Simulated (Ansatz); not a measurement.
**Is ZrSnGe in the AlB2 type a stable metal?**

Question: is the lattice of ZrSnGe in the AlB2 type stable, and if so, what are its coupling constant and resistivity?

Main program and level: Ansatz 0.2.0; DFT PBE, scalar-relativistic, plane waves, PAW; PAW set soft_1.

Most raw output is cut from this account.

The structure was built from a prototype and need not be the compound's stable phase.

**1. Set-up**

The structure is hexagonal, space group P-6m2 (No. 187). The conventional cell has a = 4.311 Å, b = 4.311 Å, c = 4.526 Å, α = 90.00°, β = 90.00°, γ = 120.00°. Zr has 6 Sn at 3.36 Å and 6 Ge at 3.36 Å nearest. Nearest to Ge lie 3 Sn at 2.49 Å and 6 Zr at 3.36 Å. Nearest to Sn lie 3 Ge at 2.49 Å and 6 Zr at 3.36 Å. Farther neighbours are not listed.

**2. Relaxing cell and atoms**

The structure is brought to rest under this functional.

input.yaml reads:

```yaml
crystal:
  lattice:
    - [4.31081, 0.0, 0.0]
    - [-2.15541, 3.73327, 0.0]
    - [0.0, 0.0, 4.52636]
  atoms:
    - { symbol: Zr, position: [0.0, 0.0, 0.0] }
    - { symbol: Ge, position: [0.33333333, 0.66666667, 0.5] }
    - { symbol: Sn, position: [0.66666667, 0.33333333, 0.5] }
kpoints:
  mp_grid: { grid: [9, 9, 6] }
hamiltonian:
  xc: pbe
  pseudopotentials: { kind: paw, azcp: { folder: soft_1 } }
scf:
  occupations: { method: gaussian, width: 0.1 }
output:
  forces: true
  stress: true
  eigenvalues: true
relax:
  adjacent_minimum: "off"
  f_tol: 0.005
  max_steps: 80
  cell: { stress_tol: 0.05 }
```

Command:

```
$ ansatz run input.yaml --threads 4 --pin off --max-ram 12288MiB --backend cpu --events-out ev --progress --plain --runs-dir out
```

Wall time 40 s (4 threads of Intel Xeon 6975P-C (Granite Rapids), shared host); peak memory 0.56 GiB; 2.5 min of CPU time.

Step by step:

```
step  energy less that of the first step (eV)  largest force component (eV/Å)  pressure (GPa)  volume (Å³)
   1                                   0.0000                          0.0000            1.29        72.84
   2                                  -0.4828                          0.0000           -0.74        72.59
   3                                  -0.8102                          0.0000           -0.51        70.66
   4                                  -1.0625                          0.0000           -0.01        68.73
   5                                  -1.2266                          0.0000            0.64        66.96
   6                                  -1.3666                          0.0000            1.35        65.70
   7                                  -1.5970                          0.0000            1.65        64.29
   8                                  -1.7755                          0.0000            0.69        63.61
   9                                  -1.6845                          0.0000            4.41        61.49
  10                                  -1.7904                          0.0000           -1.88        65.50
  11                                  -1.7996                          0.0000            0.34        63.73
  12                                  -1.7999                          0.0000            0.01        63.97
 13*                                  -1.8104                          0.0000            0.28        63.97
  14                                  -1.8108                          0.0000            0.02        64.18
 15*                                  -1.8108                          0.0000            0.02        64.18
```

Relaxation steps marked * repeat the geometry before them on a plane-wave basis chosen anew for their cell, so energy and pressure can jump there. Relaxation step 9 was tried and not accepted.

Forces are held to the 12 operations that the run works with; a distortion that breaks them can't arise in this run.

```
     cell as run  before  after   change
           a (Å)   4.311  5.032  +16.7 %
           b (Å)   4.311  5.032  +16.7 %
           c (Å)   4.526  2.926  -35.4 %
volume (Å³/atom)   24.28  21.39  -11.9 %
```

The relaxed structure:

```cif
data_structure
_symmetry_space_group_name_H-M 'P 1'
_symmetry_Int_Tables_number 1
_cell_length_a 5.0323
_cell_length_b 5.0323
_cell_length_c 2.9263
_cell_angle_alpha 90.000
_cell_angle_beta 90.000
_cell_angle_gamma 120.000
_cell_volume 64.18
loop_
_atom_site_label
_atom_site_type_symbol
_atom_site_fract_x
_atom_site_fract_y
_atom_site_fract_z
_atom_site_occupancy
Zr1 Zr 0.00000 0.00000 0.00000 1
Ge2 Ge 0.33333 0.66667 0.50000 1
Sn3 Sn 0.66667 0.33333 0.50000 1
```

This step gave:

```
pressure          : 0.01908 GPa
volume per atom   : 21.39 Å³/atom
metallic on mesh  : yes
gap on the k-mesh : 0 eV
```

The largest force is now zero by symmetry and the largest stress component 0.027 GPa.

**3. Relaxing cell and atoms**

The relaxation is repeated from the new cell as a check.

input.yaml, the sections that differ from step 2:

```yaml
crystal:
  lattice:
    - [5.0323200836, 3.3699e-06, 0.0]
    - [-2.5161629602, 4.3581153474, 0.0]
    - [0.0, 0.0, 2.9262602697]
  atoms:
    - { symbol: Zr, position: [0.0, 0.0, 0.0] }
    - { symbol: Ge, position: [0.3333333333, 0.6666666667, 0.5] }
    - { symbol: Sn, position: [0.6666666667, 0.3333333333, 0.5] }
kpoints:
  mp_grid: { grid: [9, 9, 10] }
# hamiltonian, scf, output, relax: as in step 2
```

It took 12 s on 4 threads; peak memory 0.55 GiB; 47 s of CPU time.

Relaxation path:

```
step  energy less that of the first step (eV)  largest force component (eV/Å)  pressure (GPa)  volume (Å³)
   1                                   0.0000                          0.0000            0.22        64.18
   2                                  -0.0020                          0.0000           -0.22        64.47
   3                                  -0.0021                          0.0000            0.10        64.23
   4                                  -0.0021                          0.0000            0.00        64.31
   5                                  -0.0022                          0.0000            0.00        64.31
```

The log counts 1 steps on a newly chosen plane-wave basis, not all of them marked here; energy and pressure can jump at such steps.

```
conventional cell, symmetrised  before  after  change
                         a (Å)   5.032  5.017  -0.3 %
                         b (Å)   5.032  5.017  -0.3 %
                         c (Å)   2.926  2.950  +0.8 %
              volume (Å³/atom)   21.39  21.44  +0.2 %
```

Final coordinates:

```xyz
3
Lattice="5.0171 0.0000 0.0000 -2.5086 4.3449 0.0000 0.0000 0.0000 2.9501" Properties=species:S:1:pos:R:3 pbc="T T T"
Zr    0.0000    0.0000    0.0000
Ge    0.0000    2.8966    1.4751
Sn    2.5085    1.4483    1.4751
```

This step gave:

```yaml
pressure: -8.39e-4 GPa
volume_per_atom: 21.44 Å³/atom
```

The largest force is now zero by symmetry and the largest stress component 0.0020 GPa.

**4. Tight relaxation**

No force is left; the cell is relaxed once more with another smearing and tight thresholds.

input.yaml, the sections that differ from step 3:

```yaml
crystal:
  lattice:
    - [5.0171014011, 3.3597e-06, 0.0]
    - [-2.5085536101, 4.3449355869, 0.0]
    - [0.0, 0.0, 2.950144644]
  atoms:
    - { symbol: Zr, position: [0.0, 0.0, 0.0] }
    - { symbol: Ge, position: [0.3333333333, 0.6666666667, 0.5] }
    - { symbol: Sn, position: [0.6666666667, 0.3333333333, 0.5] }
kpoints:
  mp_grid: { grid: [6, 6, 10] }
scf:
  occupations: { method: methfessel_paxton, width: 0.2 }
relax:
  adjacent_minimum: "off"
  f_tol: 0.001
  max_steps: 60
  cell: { stress_tol: 0.01 }
# hamiltonian, output: as in step 3
```

The job ended after 7.5 s (4 threads; peak memory 0.53 GiB; 28 s of CPU time).

The steps of the relaxation:

```
step  energy less that of the first step (eV)  largest force component (eV/Å)  pressure (GPa)  volume (Å³)
   1                                   0.0000                          0.0000            0.07        64.31
   2                                   0.0000                          0.0000           -0.08        64.41
   3                                  -0.0001                          0.0000            0.01        64.34
   4                                  -0.0001                          0.0000            0.00        64.35
   5                                  -0.0001                          0.0000            0.00        64.35
```

The log counts 1 steps on a newly chosen plane-wave basis, not all of them marked here; energy and pressure can jump at such steps.

```
conventional cell, symmetrised  before  after  change
                         a (Å)   5.017  5.015  -0.0 %
                         b (Å)   5.017  5.015  -0.0 %
                         c (Å)   2.950  2.954  +0.1 %
              volume (Å³/atom)   21.44  21.45  +0.1 %
```

Final coordinates:

```
Zr Ge Sn
1.0
     5.01516    0.00000    0.00000
    -2.50758    4.34325    0.00000
     0.00000    0.00000    2.95436
Zr Ge Sn
1 1 1
Direct
  0.00000 0.00000 0.00000
  0.33333 0.66667 0.50000
  0.66667 0.33333 0.50000
```

This step gave:

* pressure: -0.001623 GPa
* volume per atom: 21.45 Å³/atom

The largest force is now zero by symmetry and the largest stress component 0.0030 GPa, small enough for phonons.

**5. Lattice stability: q 2×2×2, k 4×4×6**

Before any scattering is computed, the phonons show whether the structure is a minimum.

input.yaml reads:

```yaml
crystal:
  lattice:
    - [5.0151589057, 3.3584e-06, 0.0]
    - [-2.5075823613, 4.3432533372, 0.0]
    - [0.0, 0.0, 2.9543644302]
  atoms:
    - { symbol: Zr, position: [0.0, 0.0, 0.0] }
    - { symbol: Ge, position: [0.3333333333, 0.6666666667, 0.5] }
    - { symbol: Sn, position: [0.6666666667, 0.3333333333, 0.5] }
kpoints:
  mp_grid: { grid: [4, 4, 6] }
hamiltonian:
  xc: pbe
  pseudopotentials: { kind: paw, azcp: { folder: soft_1 } }
scf:
  occupations: { method: methfessel_paxton, width: 0.2 }
output:
  eigenvalues: true
phonons:
  method: dfpt
  qmesh: [2, 2, 2]
  temperatures: { t_max: 1000, t_step: 50 }
  qpath:
    path:
      - [[0.0, 0.0, 0.0], [0.5, 0.0, 0.0], [0.33333333, 0.33333333, 0.0], [0.0, 0.0, 0.0], [0.0, 0.0, 0.5], [0.5, 0.0, 0.5], [0.33333333, 0.33333333, 0.5], [0.0, 0.0, 0.5]]
      - [[0.5, 0.0, 0.5], [0.5, 0.0, 0.0]]
      - [[0.33333333, 0.33333333, 0.5], [0.33333333, 0.33333333, 0.0]]
    npoints: 10
```

It took 26 s on 4 threads; peak memory 0.68 GiB; 98 s of CPU time.

Numbers from this step:

* share of imaginary modes in the plain interpolation between solved wavevectors: 0.0685
* highest frequency, solved or plainly interpolated: 203 cm⁻¹

Solved on the 2×2×2 mesh alone; all other wavevectors are interpolated. Phonon branches along the path, in cm⁻¹:

```
    point  branch 1  branch 2  branch 3  branch 4  branch 5  branch 6  branch 7  branch 8  branch 9
        Γ         0         0         0        36        80       110       110       156       156
  halfway        19        30        42        66        77       106       110       153       161
        M        26        40        52        71        91       110       112       147       165
  halfway        36        44        51        67        86       108       121       145       165
        K        48        51        52        59        79       110       130       140       165
  halfway        24        33        43        74        76       102       113       152       161
        Γ         0         0         0        36        80       110       110       156       156
  halfway        26        55        55       117       120       120       152       152       152
        A        17        74        74       131       131       148       148       160       203
  halfway       -36        56        70       110       120       140       150       165       200
        L       -62        32        66        97       107       131       152       166       197
  halfway       -62       -22        80        86       112       126       153       166       197
        H       -61       -38        77        91       113       118       154       166       196
  halfway       -41        46        74       104       118       137       151       165       199
        A        17        74        74       131       131       148       148       160       203
jump to L       -62        32        66        97       107       131       152       166       197
  halfway       -36        36        80        91       110       132       140       146       158
        M        26        40        52        71        91       110       112       147       165
jump to H       -61       -38        77        91       113       118       154       166       196
  halfway       -34        24        79        86       123       128       136       143       160
        K        48        51        52        59        79       110       130       140       165
```

Lowest modes at the softest wavevector of the mesh. The modes at q = (0.000, 0.500, 0.500) (shares of kinetic energy by element, %) (negative means imaginary):

```
mode  frequency (cm⁻¹)  Zr %  Ge %  Sn %
   1             -62.5    21    77     2
   2              32.5     0    35    65
   3              66.4     0    29    71
   4              97.2    60    22    17
   5             106.9   100     0     0
   6             131.3     0    71    29
```

Displacements in mode 1 (-62.5 cm⁻¹), the largest set to 1, in the home cell:
```
Zr1  0.00 -0.46  0.00
Ge2  0.00  0.00 -1.00
Sn3  0.00  0.00 -0.13
```

Displacements in mode 6 (131.3 cm⁻¹), the largest set to 1, in the home cell:
```
Zr1  0.00  0.00  0.06
Ge2  0.00 -1.00  0.00
Sn3  0.00 -0.50  0.00
```

Among the solved wavevectors the lowest mode, translations apart, is -62.5 cm⁻¹, imaginary.

**6. Lattice stability: q 3×3×2, k 6×6×8**

An imaginary mode on so few k-points may come from the sampling, so the phonons are repeated with another q and k mesh.

input.yaml: that of step 5 with these lines changed.

```diff
@@ -10,3 +10,3 @@
 kpoints:
-  mp_grid: { grid: [4, 4, 6] }
+  mp_grid: { grid: [6, 6, 8] }
 hamiltonian:
@@ -20,3 +20,3 @@
   method: dfpt
-  qmesh: [2, 2, 2]
+  qmesh: [3, 3, 2]
   temperatures: { t_max: 1000, t_step: 50 }
```

The job ended after 1.9 min (4 threads; peak memory 1.1 GiB; 7.2 min of CPU time).

Numbers from this step:

```
share of imaginary modes in the plain interpolation between solved wavevectors : 0.0096
highest frequency, solved or plainly interpolated                              : 218.8 cm⁻¹
```

(Continued in part 2 of 2.)

[Logs are printed without paths, hosts, clocks, repeated set-up lines and the standing remarks that a program may print on its own settings, such as how far it seeks lower states.]

[Hosts, paths, dates, database ids (printed as entryN), source tags and the programs' standing remarks are cut or masked in the printed files.]
